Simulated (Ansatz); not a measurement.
# KMgF3: optical spectrum from first principles

Wanted: where KMgF3 starts to absorb, how strongly, and its refractive index.

Main program and level: Ansatz 0.2.0; DFT, PBE, plane-wave PAW, default files, scalar-relativistic, independent-particle optical response without local fields.

## 1. The structure

Symmetry: Pm-3m, No. 221, cubic system. The conventional cell has a = 3.986 Å, b = 3.986 Å, c = 3.986 Å, α = 90.00°, β = 90.00°, γ = 90.00°. K has 12 F at 2.82 Å nearest. Nearest to Mg lie 6 F at 1.99 Å. Nearest to F lie 2 Mg at 1.99 Å and 4 K at 2.82 Å. Farther neighbours and most contacts between anions are not listed.

## 2. Ground state and bands

First the ground state: is it a metal or has it a gap?

This step: DFT, PBE, plane-wave PAW, default files, scalar-relativistic, ground state (Ansatz 0.2.0).

input.yaml

```yaml
crystal:
  lattice:
    - [3.9859, 0.0, 0.0]
    - [0.0, 3.9859, 0.0]
    - [0.0, 0.0, 3.9859]
  atoms:
    - { symbol: K, position: [0.5, 0.5, 0.5] }
    - { symbol: Mg, position: [0.0, 0.0, 0.0] }
    - { symbol: F, position: [0.0, 0.0, 0.5] }
    - { symbol: F, position: [0.0, 0.5, 0.0] }
    - { symbol: F, position: [0.5, 0.0, 0.0] }
kpoints:
  mp_grid: { grid: [6, 6, 6] }
  band_path:
    path:
      - [[0.0, 0.0, 0.0], [0.0, 0.5, 0.0], [0.5, 0.5, 0.0], [0.0, 0.0, 0.0], [0.5, 0.5, 0.5], [0.0, 0.5, 0.0]]
      - [[0.5, 0.5, 0.0], [0.5, 0.5, 0.5]]
    npoints: 10
scf:
  occupations: { method: fermi_dirac, width: 0.05 }
  n_extra_bands: 9
hamiltonian:
  xc: pbe
  pseudopotentials: { kind: paw }
output:
  forces: true
  stress: true
  populations: true
  write_bands: true
  write_density: true
  write_potential: true
  elf: true
  volumetric_format: npy
```

Started as:

```console
> ansatz run input.yaml --threads 4 --pin off --max-ram 8192MiB --backend cpu --events-out ev --progress --plain --runs-dir out
```

Numbers of over 12 decimals in the logs are rounded to 6 here.

The program printed:

```text
scf.n_extra_bands = 9 over 20 filled bands (N_el = 40.0): the run solves 29 bands
Engine: ansatz 0.2.0, x86_64-unknown-linux-gnu
Pseudopotentials: kind: paw
Pseudopotential: K, paw, valence charge 9, recommended cutoff 420 eV (normal), K.paw.azcp
Pseudopotential: Mg, paw, valence charge 10, recommended cutoff 420 eV (normal), Mg.paw.azcp
Pseudopotential: F, paw, valence charge 7, recommended cutoff 420 eV (normal), F.paw.azcp
Functional definition: PBE
  parameter kappa = 0.804
  parameter beta = 0.066725
  exchange = pbe_x(kappa = kappa, mu = beta*pi^2/3)
  correlation = pbe_c(beta = beta)
Crystal: 5 atoms, lattice volume = 63.326 Å³
Basis set: ecut = 420 eV, 1237 PW (Γ), exchange–correlation on 54×54×54 points (8 copies of the dense FFT grid, shifted against one another)
Bands: 29, of which v1, the nominal top of the filled ones, is band 20 counted from 1 (19 counted from 0)
Symmetry: 48 space group operations
Space group: Pm-3m (ITA 221), of the structure as read, at distance tolerance 4.0e-5 Å
k-points: 20 of 216
Non-local potential: K, projectors of the file, l = 0: 3, l = 1: 2, l = 2: 2
Non-local potential: Mg, projectors of the file, l = 0: 3, l = 1: 2, l = 2: 1
Non-local potential: F, projectors of the file, l = 0: 2, l = 1: 2, l = 2: 1
PAW form: soft (Blöchl's): semilocal exchange-correlation on the pseudo side does not see the compensation charge
PAW one-centre angular grid: K, 110 points (default); XC on 64 Gauss nodes
PAW one-centre angular grid: Mg, 110 points (default); XC on 64 Gauss nodes
PAW one-centre angular grid: F, 110 points (default); XC on 64 Gauss nodes
Initial density: superposition of atomic densities (neutral atoms: chi_scale 0, normalization atom), corrected by the library's trained network
Initial wavefunctions: pseudopotential atomic-orbital guess
Functional: x = pbe(κ = 0.804, μ = 0.219515), c = pbe(β = 0.066725)
SCF iter   1: F=—  HF=-5894.699995 eV  |F-HF|=—  |Δ(HF+E_count)|=         —  Δρ=4.97e-4  dr2=4.22e-5  ethr=1.77e-3  ⟨swp⟩=6.0  Hψ=2826  notcnv=0  defer=8
preconditioner: auto → Resta (q_TF=auto, 2.527 Å⁻¹)  ε∞=2.6  [insulator: Δε(μ)=7.328 eV  Ē_g=20.673 eV  σ=0.050 eV  W_gap=1.00  n_scr=18 (ndim 8)  ℏωp=26.4 eV  f_vac=0.032  D(μ)=0.00/eV (n_scr^D=0)  ε∞_Penn≈2.6]
SCF iter   2: F=—  HF=-5894.699546 eV  |F-HF|=—  |Δ(HF+E_count)|=   4.50e-4  Δρ=4.87e-4  dr2=8.13e-5  ethr=1.05e-7  ⟨swp⟩=3.0  Hψ=1368  notcnv=0  defer=28
SCF iter   3: F=—  HF=-5894.699594 eV  |F-HF|=—  |Δ(HF+E_count)|=   4.83e-5  Δρ=2.08e-4  dr2=1.35e-5  ethr=1.05e-7  ⟨swp⟩=2.0  Hψ=710  notcnv=0  defer=28
SCF iter   4: F=—  HF=-5894.699661 eV  |F-HF|=—  |Δ(HF+E_count)|=   6.64e-5  Δρ=7.54e-5  dr2=2.23e-6  ethr=3.38e-8  ⟨swp⟩=2.0  Hψ=825  notcnv=0  defer=28
SCF iter   5: F=—  HF=-5894.699661 eV  |F-HF|=—  |Δ(HF+E_count)|=   7.20e-7  Δρ=4.24e-5  dr2=7.81e-7  ethr=5.58e-9  ⟨swp⟩=2.6  Hψ=861  notcnv=0  defer=28
SCF iter   6: F=—  HF=-5894.699661 eV  |F-HF|=—  |Δ(HF+E_count)|=   1.62e-7  Δρ=1.65e-5  dr2=1.27e-7  ethr=1.95e-9  ⟨swp⟩=2.2  Hψ=717  notcnv=0  defer=28
SCF iter   7: F=-5894.699661 eV  HF=-5894.699661 eV  |F-HF|=2.29e-8  |Δ(HF+E_count)|=   3.42e-8  Δρ=7.17e-6  dr2=2.57e-8  ethr=2.50e-10  ⟨swp⟩=11.2  Hψ=3532  notcnv=0
SCF 1 converged in 7 iterations: F = -5894.699661 eV  dr2 = 2.57e-8
  greatest PAW one-centre occupation: 1.000 electrons in one spin orbital (limit 2), on the Mg atom at site 1 (counted from 0), in its partial waves of l = 0
NSCF: frozen V_eff on 62 k-points
SCF converged after 7 iterations
Free energy (F): -5894.699661 eV
Harris-Foulkes:  -5894.699661 eV  (|F-HF|=2.29e-8)
Internal energy: -5894.699661 eV  (E = F + TS)
E sigma→0 (E₀):  -5894.699661 eV
Fermi energy:    6.594607 eV
--- Per-component energies (eV) ---
  E_band       = -499.948161
  E_kinetic    = 956.884484
  E_local      = -3733.154306  (includes V_loc(G=0)·N_el)
  E_nonlocal   = 327.933499
  E_hartree    = 1358.733087
  E_xc         = -407.271684
  E_vxc        = -513.984885  (∫ρ·V_xc dr)
  E_paw        = -1676.193372  (= ΣΔE_a)
  E_vpaw       = -255.091750  (= ΣTr[D̂ρ^β])
  E_aug_tail   = 0.006186  (compensation charges beyond the density's cutoff)
  E_ewald      = -2721.637555
  E_smearing   = -0.000000  (= −TS)
  E_closure    = -0.000000  (closes the sum)
  Σ components = -5894.699661   (vs F -5894.699661, Δ=0.00e0)
--- Forces (eV/Å), atoms counted from 1 ---
  atom   1  K      0.00000000     0.00000000    -0.00000000
  atom   2  Mg    -0.00000000     0.00000000    -0.00000000
  atom   3  F      0.00000000     0.00000000     0.00000000
  atom   4  F      0.00000000    -0.00000000     0.00000000
  atom   5  F     -0.00000000    -0.00000000     0.00000000
  max |Σ_I F_I| component: 4.09e-29 eV/Å
--- Stress (GPa, compression-positive) ---
        3.783162      -0.000000       0.000000
       -0.000000       3.783162       0.000000
        0.000000       0.000000       3.783162
  P = ⅓ Tr σ = 3.7832 GPa (37.832 kbar)
--- Band table (eV; the first three rows and the last of 20) ---
  k-point 0: bands = [... 16 lower, 2.2269, 2.5303, 2.5303, 2.5303, 10.1856, 12.9408, 12.9408, 15.0660, ... 5 higher]
  k-point 1: bands = [... 16 lower, 2.1707, 2.2738, 2.4775, 2.4775, 10.6665, 13.1827, 13.2273, 15.1884, ... 5 higher]
  k-point 2: bands = [... 16 lower, 2.0534, 2.0534, 2.3743, 2.3743, 11.8416, 13.6901, 13.6943, 15.4708, ... 5 higher]
  k-point 19: bands = [... 16 lower, 1.7427, 2.8510, 2.8510, 2.8510, 13.3132, 13.3132, 13.3132, 16.8150, ... 5 higher]
--- Löwdin populations: 5 sites ---
  site symbol       q [e]
     0      K      8.1795
     1     Mg      8.3289
     2      F      7.7738
     3      F      7.7738
     4      F      7.7738
  spilling = 0.004251 (of n_electrons = 40.000000)
```

The job ended after 0.78 s (4 threads of Intel Xeon 6975P-C (Granite Rapids), shared host; peak memory 0.36 GiB; 2.5 s of CPU time).

The column dr2 measures how far the density is from self-consistency, as an energy; F and HF (Harris–Foulkes) agree once it is small.

This step gave:

| Property | Result |
| --- | --- |
| free energy | -5894.6997 eV |
| Fermi energy | 6.595 eV |
| gap by band count | 7.335 eV |
| electrons | 40 |
| symmetry operations | 48 |
| pressure | 3.783 GPa |
| gap on the k-mesh | 7.335 eV |
| volume | 63.33 Å³ |
| gap on the path | 7.335 eV |
| least direct gap on the path | 7.655 eV |

There is a gap, 7.33 eV on the path, so no carriers' term is needed. The cell is left with a pressure of 3.8 GPa, as it stands unrelaxed at this level.

Electronic bands along the path, in eV, zero at the Fermi level; v1 is the highest filled band, c1 the lowest empty one:

| point | v4 | v3 | v2 | v1 | c1 | c2 | c3 | c4 |
| --- | --- | --- | --- | --- | --- | --- | --- | --- |
| Γ | -4.37 | -4.06 | -4.06 | -4.06 | 3.59 | 6.35 | 6.35 | 8.47 |
| halfway | -4.48 | -4.48 | -4.17 | -4.17 | 4.61 | 6.84 | 6.91 | 8.73 |
| X | -4.60 | -4.60 | -4.27 | -4.27 | 6.39 | 6.73 | 7.37 | 9.03 |
| halfway | -4.69 | -4.49 | -4.40 | -4.02 | 7.00 | 7.07 | 7.92 | 8.86 |
| M | -4.78 | -4.63 | -4.63 | -3.76 | 7.18 | 7.95 | 8.91 | 8.91 |
| halfway | -4.58 | -4.34 | -4.33 | -4.06 | 5.40 | 7.22 | 7.52 | 8.70 |
| Γ | -4.37 | -4.06 | -4.06 | -4.06 | 3.59 | 6.35 | 6.35 | 8.47 |
| halfway | -4.95 | -4.09 | -4.09 | -4.07 | 5.93 | 7.65 | 7.65 | 8.64 |
| R | -4.85 | -3.74 | -3.74 | -3.74 | 6.72 | 6.72 | 6.72 | 10.22 |
| halfway | -4.83 | -4.12 | -4.11 | -3.96 | 6.97 | 7.27 | 7.89 | 8.42 |
| X | -4.60 | -4.60 | -4.27 | -4.27 | 6.39 | 6.73 | 7.37 | 9.03 |
| jump to M | -4.78 | -4.63 | -4.63 | -3.76 | 7.18 | 7.95 | 8.91 | 8.91 |
| halfway | -4.86 | -4.06 | -4.06 | -3.75 | 6.95 | 7.39 | 7.39 | 8.67 |
| R | -4.85 | -3.74 | -3.74 | -3.74 | 6.72 | 6.72 | 6.72 | 10.22 |

Valence density in the ac plane at fractional y = 0.000, with atoms of Mg and F within 0.2 Å of it. It is the smooth field of the valence electrons, not physical close to the nuclei.

Ten steps, logarithmic in the rise over the least value, from '0' (0 e/Å³) to '9' (27 e/Å³), each cell a mean:
```
97312577642158
64101355421025
21000122210001
21100000000012
43210000000124
76310000000246
87420000000257
76410000000257
54210000000135
22100000000012
11000112110001
43101244321013
87312467631147
98412578742269
```
Atoms in or near the plane, at fractional coordinates: Mg at (0.00, 0.00), F at (0.00, 0.50), F at (0.50, 0.00).

Electrostatic potential energy in the ac plane at fractional y = 0.000, with atoms of Mg and F within 0.2 Å of it. With pseudopotentials it is smooth inside the atoms' cores, unlike the true potential.

Ten even steps from '0' (-57 eV) to '9' (10 eV), each cell a mean:
```
01589632379740
34789865699864
78899999999987
89999999999999
67999999999997
34899999999963
23699999999952
23799999999963
56999999999986
89999999999999
88999999999988
46899976899875
01689633479841
00488522368730
```
Atoms in or near the plane, at fractional coordinates: Mg at (0.00, 0.00), F at (0.00, 0.50), F at (0.50, 0.00).

## 3. Spectrum

The spectrum is a sum over vertical transitions between filled and empty bands at the fixed density, so many empty bands are needed.

This step: DFT, PBE, plane-wave PAW, default files, scalar-relativistic, independent-particle optical response without local fields (Ansatz 0.2.0).

input.yaml, the sections that differ from step 2:

```yaml
kpoints:
  mp_grid: { grid: [6, 6, 6] }
scf:
  occupations: { method: fixed }
output:
  optics:
    e_range: [0, 22]
    de: 0.05
    sigma: 0.15
    nscf_kmesh: { grid: [8, 8, 8] }
    bands: { spectra_wanted_up_to: 22 }
# crystal, hamiltonian: as in step 2
```

The program printed:

```text
[...]
Crystal: 5 atoms, lattice volume = 63.326 Å³
Basis set: ecut = 420 eV, 1237 PW (Γ)
Bands: 25, of which v1, the nominal top of the filled ones, is band 20 counted from 1 (19 counted from 0)
Symmetry: 48 space group operations
[...]
k-points: 20 of 216
[...]
SCF iter   1: F=—  HF=-5894.700541 eV  |F-HF|=—  |Δ(HF+E_count)|=         —  Δρ=4.93e-4  dr2=3.87e-5  ethr=1.77e-3  ⟨swp⟩=4.4  Hψ=2105  notcnv=0  defer=31
[...]
SCF iter   9: F=-5894.700264 eV  HF=-5894.700264 eV  |F-HF|=3.64e-12  |Δ(HF+E_count)|=  8.19e-12  Δρ=7.19e-8  dr2=2.04e-12  ethr=1.00e-12  ⟨swp⟩=8.2  Hψ=1939  notcnv=0
SCF 1 converged in 9 iterations: F = -5894.700264 eV  dr2 = 2.04e-12
[...]
NSCF: frozen V_eff on 35 k-points
output.optics: what the bands over the 54 summed would add to eps1, eps2 and the energy-loss function is held between a lower and an upper bound (6 Lanczos steps). eps1, eps2 and their loss function (loss_summed_bands) are given on every row as the summed bands alone make them. Along an axis, on a row where the two bounds hold the loss function to about 1 % of the greater of itself and 0.5 % of |1/eps|, its cell (loss_completed) is given, with the completed eps1 and eps2 that it is formed of (a cell that is left empty reads nan in the table and null in the record). The two bounds hold it so along every axis on all 441 rows up to 22.000 eV. [rest of the remark cut]
SCF converged after 9 iterations
Free energy (F): -5894.700264 eV
[...]
Internal energy: -5894.700264 eV  (E = F + TS)
E sigma→0 (E₀):  -5894.700264 eV
Fermi energy:    2.851695 eV
[...]
--- Band table (eV; the first three rows and the last of 20) ---
  k-point 0: bands = [... 16 lower, 2.2275, 2.5311, 2.5311, 2.5311, 10.1860, 12.9411, 12.9411, 15.0659, ... 1 higher]
  k-point 1: bands = [... 16 lower, 2.1714, 2.2746, 2.4783, 2.4783, 10.6670, 13.1830, 13.2276, 15.1883, ... 1 higher]
  k-point 2: bands = [... 16 lower, 2.0541, 2.0541, 2.3751, 2.3751, 11.8421, 13.6904, 13.6945, 15.4706, ... 1 higher]
  k-point 19: bands = [... 16 lower, 1.7439, 2.8517, 2.8517, 2.8517, 13.3133, 13.3133, 13.3133, 16.8148, ... 1 higher]
```

Elapsed: 5.4 s, on 4 threads; peak memory 0.87 GiB; 19 s of CPU time.

This step gave:

| Property | Result |
| --- | --- |
| electronic dielectric constant ε∞, mean over x, y and z (by symmetry where fewer were run) | 2.170 |
| absorption onset, first axis (α over 10⁴ cm⁻¹, or the direct gap if that lies higher) | 7.655 eV |
| least direct gap on the mesh | 7.655 eV |
| bands summed | 54 |
| spectra valid up to | 34.44 eV |
| program's estimate of the k-sum error in Im epsilon | 0.08 % |
| electrons in the f-sum | 18.85 |

The Im ε, any direction has structure finer than the step of the table below, so its rows give means over 1 eV, whole bins alone (the curve runs from 0 to 22 eV). Peaks (eV: height): 11.6: 2.78, 13.0: 1.63, 16.3: 1.88, 17.8: 2.03, 19.9: 3.23, 21.8: 4.83.

Im ε, any direction against photon energy; means over each step:

| photon energy (eV) | Im ε, any direction |
| --- | --- |
| 7 | 3.8e-4 |
| 8 | 0.277 |
| 9 | 0.565 |
| 10 | 0.784 |
| 11 | 2.10 |
| 12 | 1.71 |
| 13 | 1.33 |
| 14 | 0.678 |
| 15 | 0.805 |
| 16 | 1.24 |
| 17 | 1.05 |
| 18 | 1.64 |
| 19 | 1.93 |
| 20 | 2.94 |
| 21 | 2.34 |

Table of Re ε, any direction by photon energy:

photon energy (eV), Re ε, any direction and a bar from the least value:
```
        0       2.17 #########################
        1       2.18 #########################
        2       2.19 #########################
        3       2.22 #########################
        4       2.26 #########################
        5       2.33 ##########################
        6       2.43 ##########################
        7       2.61 ###########################
        8       2.96 #############################
        9       2.92 #############################
       10       3.12 ##############################
       11       3.06 ##############################
       12       1.12 ###################
       13       1.71 ######################
       14       1.63 ######################
       15       1.83 #######################
       16       2.65 ###########################
       17       2.36 ##########################
       18       1.77 ######################
       19       2.35 ##########################
       20       1.70 ######################
       21       1.06 ##################
       22      -2.23
```

Reflectivity at normal incidence, any direction against photon energy; read off at these points:

| photon energy (eV) | reflectivity at normal incidence, any direction (%) |
| --- | --- |
| 0.00 | 3.66 |
| 0.50 | 3.67 |
| 1.00 | 3.68 |
| 1.50 | 3.71 |
| 2.00 | 3.75 |
| 2.50 | 3.81 |
| 3.00 | 3.87 |
| 3.50 | 3.96 |
| 4.00 | 4.06 |
| 4.50 | 4.19 |
| 5.00 | 4.34 |
| 5.50 | 4.53 |
| 6.00 | 4.77 |
| 6.50 | 5.09 |
| 7.00 | 5.53 |
| 7.50 | 6.38 |
| 8.00 | 7.14 |
| 8.50 | 7.17 |
| 9.00 | 7.32 |
| 9.50 | 7.66 |
| 10.00 | 8.39 |
| 10.50 | 11.1 |
| 11.00 | 12.3 |
| 11.50 | 14.6 |
| 11.60 | 14.7 |
| 12.00 | 7.70 |
| 12.50 | 4.96 |
| 13.00 | 8.19 |
| 13.50 | 4.84 |
| 14.00 | 2.35 |
| 14.50 | 5.26 |
| 15.00 | 3.65 |
| 15.50 | 4.83 |
| 16.00 | 8.47 |
| 16.25 | 9.82 |
| 16.50 | 5.30 |
| 17.00 | 5.83 |
| 17.50 | 9.40 |
| 17.75 | 10.7 |
| 18.00 | 7.92 |
| 18.50 | 9.02 |
| 19.00 | 10.7 |
| 19.50 | 11.6 |
| 20.00 | 17.3 |
| 20.50 | 19.5 |
| 20.60 | 20.3 |
| 21.00 | 8.40 |
| 21.50 | 21.8 |
| 22.00 | 45.1 |

The loss function −Im 1/ε at q → 0, any direction has structure finer than the step of the table below, so its rows give means over 1 eV, whole bins alone (the curve runs from 0 to 22 eV). Peaks (eV: height): 11.9: 0.436, 13.5: 0.398, 14.8: 0.241, 16.4: 0.339, 17.9: 0.284, 20.9: 0.516.

The loss function −Im 1/ε at q → 0, any direction by energy loss; means over each step:

| energy loss (eV) | loss function −Im 1/ε at q → 0, any direction |
| --- | --- |
| 7 | 4.8e-5 |
| 8 | 0.0315 |
| 9 | 0.0633 |
| 10 | 0.0724 |
| 11 | 0.150 |
| 12 | 0.339 |
| 13 | 0.300 |
| 14 | 0.226 |
| 15 | 0.181 |
| 16 | 0.180 |
| 17 | 0.170 |
| 18 | 0.225 |
| 19 | 0.213 |
| 20 | 0.244 |
| 21 | 0.341 |

The refractive index n and extinction k by photon energy:

| photon energy (eV) | n | k |
| --- | --- | --- |
| 0 | 1.47 | 0 |
| 1 | 1.47 | 0 |
| 2 | 1.48 | 0 |
| 3 | 1.49 | 0 |
| 4 | 1.50 | 0 |
| 5 | 1.53 | 0 |
| 6 | 1.56 | 0 |
| 7 | 1.62 | 0 |
| 8 | 1.72 | 0.0913 |
| 9 | 1.72 | 0.165 |
| 10 | 1.78 | 0.211 |
| 11 | 1.84 | 0.573 |
| 12 | 1.22 | 0.599 |
| 13 | 1.43 | 0.571 |
| 14 | 1.29 | 0.197 |
| 15 | 1.38 | 0.258 |
| 16 | 1.68 | 0.403 |
| 17 | 1.56 | 0.269 |
| 18 | 1.44 | 0.550 |
| 19 | 1.65 | 0.610 |
| 20 | 1.63 | 0.985 |
| 21 | 1.21 | 0.632 |
| 22 | 0.960 | 1.78 |

(Part 1 of 2 ends here.)

[Logs are printed without paths, hosts, clocks, repeated set-up lines and the standing remarks that a program may print on its own settings, such as how far it seeks lower states.]

[Hosts, paths, dates, database ids (printed as entryN), source tags and the programs' standing remarks are cut or masked in the printed files.]
